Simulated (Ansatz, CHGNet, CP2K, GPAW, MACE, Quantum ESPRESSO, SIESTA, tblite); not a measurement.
# Running random packing of Sn (61 atoms) with tblite

Aim: run random packing of Sn (61 atoms) in tblite and see how near its forces come to a plane-wave reference, and at what cost.

Calculated with tblite 0.8.0; the method is named at each step.

**1. Set-up**

The cell holds 61 atoms: 61 Sn. Its edges and angles: a = 11.914 Å, b = 11.914 Å, c = 11.914 Å, α = 90.0°, β = 90.0°, γ = 90.0°. 61 atoms (61 Sn) packed at random in a cube at 7.11 g/cm³ and pushed apart as soft spheres; a start for melting by ab initio MD, not an equilibrated structure. Then every atom was moved at random, 0.05 Å r.m.s. a Cartesian component.

The yardstick, on the same geometry:

| Item | Value |
| --- | --- |
| method | Kohn-Sham DFT, PBE, SSSP efficiency 1.3.0 pseudopotentials, plane waves (Quantum ESPRESSO 7.5); sssp-pbe-1.3.0-efficiency, cutoffs 45/360 Ry, Γ point |
| r.m.s. force component | 1.185 eV/Å |
| longest force | 4.352 eV/Å |
| pressure | 14.87 GPa |
| time | 3.8 min on 4 MPI ranks of Arm Neoverse V2, shared host |
| CPU time | 15 min |

**2. IPEA1-xTB**

Method: IPEA1-xTB tight binding, diagonalisation.

run.py

```python
import numpy as np
from ase.io import read
from tblite.ase import TBLite

atoms = read("structure.xyz")
atoms.calc = TBLite(method="IPEA1-xTB", electronic_temperature=580, accuracy=1.0, max_iterations=250, mixer_damping=0.1, verbosity=1)
energy = atoms.get_potential_energy()
forces = atoms.get_forces()
print(f"energy {energy:.6f} eV")
print("forces (eV/A)")
for i, (a, f) in enumerate(zip(atoms, forces)):
    print(f"{i:4d} {a.symbol:2s} {f[0]:10.5f} {f[1]:10.5f} {f[2]:10.5f}")
stress = -atoms.get_stress(voigt=False) * 160.21766
print("stress (GPa, compression positive)")
for row in stress:
    print(" ".join(f"{x:10.4f}" for x in row))
print("charges (e)")
print(np.array2string(atoms.get_charges(), precision=4, suppress_small=True, max_line_width=110, threshold=100000))
```

structure.xyz

```xyz
61
Lattice="11.91370 0.00000 0.00000 0.00000 11.91370 0.00000 0.00000 0.00000 11.91370" Properties=species:S:1:pos:R:3 pbc="T T T"
Sn 11.62718 1.69329 0.02228
Sn 5.33079 0.03193 1.09844
Sn 9.60506 6.44186 11.35578
Sn 3.11174 4.12476 0.99658
Sn 7.43022 6.86646 8.98484
Sn 3.79904 6.30366 3.36419
Sn 4.73796 3.75865 6.31271
Sn 2.20070 0.67956 6.25171
Sn 8.68282 1.73928 11.17362
Sn 5.37641 1.70688 4.26153
Sn 2.60243 9.93412 3.20490
Sn 4.03410 10.00203 7.74426
Sn 4.07389 10.75819 10.42627
Sn 1.31968 8.15648 8.61944
Sn 1.02505 6.05943 0.68361
Sn 7.23948 0.42913 8.64601
Sn 6.14306 2.89896 11.07378
Sn 0.05540 0.04182 7.49419
Sn 10.57377 0.78321 9.67476
Sn 11.16504 4.76262 9.93555
Sn 5.70154 8.21664 7.27868
Sn 7.24055 4.20971 4.50600
Sn 8.14623 9.75804 5.05451
Sn 0.39005 2.98748 2.36832
Sn 3.65989 1.89690 11.40939
Sn 1.34458 3.42352 10.97812
Sn 11.10845 9.51035 3.33059
Sn 3.65250 6.63105 9.35762
Sn 2.45434 11.68198 1.14193
Sn 5.78112 5.51366 10.60891
Sn 4.88831 1.10273 6.98274
Sn 7.57854 0.73007 5.40953
Sn 9.84226 7.61405 1.90464
Sn 7.94382 2.05440 2.93256
Sn 2.40287 3.62915 8.43538
Sn 10.45308 9.48867 7.66313
Sn 4.86389 9.38597 5.01352
Sn 10.33716 0.30285 5.05308
Sn 0.41722 10.20182 10.22434
Sn 11.39069 4.66100 6.74530
Sn 3.33679 3.44544 3.81584
Sn 5.12372 6.48165 1.12906
Sn 7.55388 10.09055 0.16929
Sn 2.36856 5.93791 5.82306
Sn 2.12731 9.90982 5.83974
Sn 0.48179 6.59340 3.33059
Sn 0.32048 2.25562 5.06976
Sn 2.54679 8.19853 11.43513
Sn 9.38895 1.86473 7.28987
Sn 10.09412 3.40065 3.97227
Sn 8.76157 9.72456 9.73683
Sn 0.70934 8.64136 1.30121
Sn 0.12319 7.77250 5.73573
Sn 9.27315 6.44495 6.86646
Sn 6.71230 8.71904 2.25169
Sn 10.37540 5.03938 1.66994
[... 1 atom lines left out ...]
Sn 7.97086 7.10819 4.35648
Sn 7.45464 3.30951 8.40095
Sn 6.76936 4.33933 1.50553
Sn 11.80397 11.15170 1.34148
```

Run with:

```
> OMP_NUM_THREADS=1 python run.py > output.txt
```

Log:

```text
------------------------------------------------------------
  cycle        total energy    energy error   density error
------------------------------------------------------------
      1     -153.1143753790  -1.5338134E+02   1.8322832E-01
      2     -153.2534510134  -1.3907563E-01   1.5722497E-01
      3     -153.2607939686  -7.3429552E-03   1.1615258E-01
      4     -153.2608724176  -7.8449039E-05   2.4311359E-02
      5     -153.2689699978  -8.0975802E-03   6.6341776E-03
      6     -153.2691463415  -1.7634375E-04   5.0543898E-03
      7     -153.2691365203   9.8212412E-06   3.3534015E-03
      8     -153.2691506900  -1.4169773E-05   6.7590771E-04
      9     -153.2691574784  -6.7883888E-06   1.3036895E-04
     10     -153.2691578620  -3.8353159E-07   2.3384032E-05
     11     -153.2691578720  -1.0066515E-08   8.8716131E-06
------------------------------------------------------------
 total:                                   3.811 sec
energy -4170.666220 eV
forces (eV/A)
   0 Sn   -1.56023   -1.71940    2.70548
   1 Sn    0.91205   -0.45775    0.46316
   2 Sn   -1.67814    1.53897   -2.79372
   3 Sn    1.32016    1.95271    2.99018
   4 Sn    2.48580    1.06725    0.04481
   5 Sn   -3.05612    0.69988    1.76832
   6 Sn   -0.23134    0.69579    1.28049
   7 Sn    4.33466    1.80054   -1.03708
   8 Sn   -2.26283    0.57616    1.47663
   9 Sn   -1.02918   -0.10103   -2.49926
  10 Sn   -0.37197   -0.29908   -1.08820
  11 Sn   -3.89416    4.76624    2.66409
  12 Sn   -0.38562    0.99452    1.98173
  13 Sn    0.25940   -0.15656   -2.60572
  14 Sn    0.18147   -3.37619   -2.98281
  15 Sn    0.23382   -0.90764    0.75419
  16 Sn    0.73851   -0.79003   -0.61169
  17 Sn   -2.09248   -2.21061    0.88030
  18 Sn   -0.05812   -3.45492   -2.45575
  19 Sn    0.10496    0.07383   -1.92877
  20 Sn    4.69955   -3.30675    2.70721
  21 Sn   -0.18959   -0.05889    1.06275
  22 Sn    0.75141    1.57889    0.67126
  23 Sn    3.53305    0.51213   -1.92075
[...]
53 Sn    0.09896    1.40933   -0.76904
  54 Sn   -0.73368   -0.24639    2.75678
  55 Sn   -0.56928   -3.51057    0.47659
  56 Sn   -1.81857   -0.37588   -1.01524
  57 Sn    1.74973   -0.71529   -1.35607
  58 Sn   -2.22035    2.63524    1.56665
  59 Sn    1.65635   -0.50172    0.77099
  60 Sn   -2.85673    2.76916   -1.70849
stress (GPa, compression positive)
   16.6548    -4.2682    -4.5782
   -4.2682    16.5813     0.3252
   -4.5782     0.3252    17.9005
charges (e)
[ 0.0012 -0.0072 -0.0318  0.0187 -0.0203 -0.0148  0.0077 -0.0295  0.0116  0.0028  0.0148  0.019  -0.0553
 -0.0017  0.0499  0.0026  0.0026  0.0275  0.0128 -0.0126 -0.0232  0.0503 -0.0244  0.008   0.0048 -0.0046
  0.03   -0.0454 -0.0028 -0.0019  0.0213  0.0291  0.0119 -0.0057 -0.0406 -0.007   0.0422  0.0134  0.0181
 -0.0387 -0.0001 -0.0276 -0.0863  0.0369 -0.0051  0.0446 -0.004  -0.008   0.0093  0.0133 -0.0368  0.0486
 -0.0039 -0.0227 -0.041   0.003   0.0271  0.0171  0.0043 -0.0034  0.0017]
```

Elapsed: 4.3 s, on 1 thread of Arm Neoverse V2, shared host; peak memory 0.13 GiB.

Banners, paths, timers and routine set-up lines are dropped from the logs unmarked, and long logs keep their key lines alone; longer cuts are marked.

Compared with the plane-wave run:

```yaml
r_m_s_force_component: 1.833 eV/Å
r_m_s_difference_of_force_components: 796.5 meV/Å
longest_difference_of_force_vectors: 3504 meV/Å
force_difference_over_r_m_s_force: 67.23 %
slope_of_forces_against_the_reference_s: 1.471
correlation_of_force_components: 0.9508
pressure: 17.05 GPa
pressure_difference: 2.177 GPa
```

Local excerpt of 9 atoms (numbers count through the whole input) about Sn12, which bears the longest force; x, y, z are measured from there.

```
atom      x      y      z  distance (Å)  bonds  Mulliken charge (e)     Fx     Fy  Fz (eV/Å)
Sn12   0.00   0.00   0.00          0.00      4                 0.02  -3.89   4.77       2.66
Sn21   1.67  -1.79  -0.47          2.49      4                -0.02   4.70  -3.31       2.71
Sn45  -1.91  -0.09  -1.90          2.70      5                -0.01  -2.65  -1.51       1.36
Sn13   0.04   0.76   2.68          2.79      1                -0.06  -0.39   0.99       1.98
Sn37   0.83  -0.62  -2.73          2.92      4                 0.04   0.99  -0.51      -3.28
Sn31   0.85   3.01  -0.76          3.22      4                 0.02   0.42  -1.61       2.70
Sn14  -2.71  -1.85   0.88          3.40      3                 0.00   0.26  -0.16      -2.61
 Sn8  -1.83   2.59  -1.49          3.51      4                -0.03   4.33   1.80      -1.04
Sn28  -0.38  -3.37   1.61          3.76      3                -0.05  -0.72  -0.47      -2.93
```

Atoms are counted from 1 here, from 0 in the log.

Forces lie 67 % from the reference's, at 0.0046 times its CPU time (on 1 against 4 cores).

Further runs of this program without a result: tblite GFN2-xTB (not converged).

**3. Results**

```
force difference from the reference : tblite IPEA1-xTB, 67 %
its CPU time                        : 4.3 s
```

Tight binding differs by 67 % (tblite IPEA1-xTB); it is another model, with fitted parameters of its own, and the xTB methods hold dispersion. IPEA1-xTB was fitted to ionisation energies and electron affinities, not to forces or charges. One electronic-structure run takes under half the reference's CPU time: tblite IPEA1-xTB, at 67 % in 4.3 s against 15 min, too far off to be of use; its pressure misses by +2.2 GPa. Periodic xTB results under one method name differ between programs and library versions. The reference's pressure holds the uncorrected Pulay stress of its 45 Ry basis, so small pressure differences, and their order, may be the reference's own error. The reference's pressure of 15 GPa says that the cell would expand at this level of theory. The electronic-structure runs sample only Γ, in a cell whose shortest periodic width is 12 Å, which is coarse for a cell with partly filled levels.

[Also dropped from logs without a mark: logging warnings of Python, and SIESTA's first energy breakdown and zero terms.]

[Logs are printed without paths, hosts, clocks, repeated set-up lines and the standing remarks that a program may print on its own settings, such as how far it seeks lower states.]

[Hosts, paths, dates, database ids (printed as entryN), source tags and the programs' standing remarks are cut or masked in the printed files.]
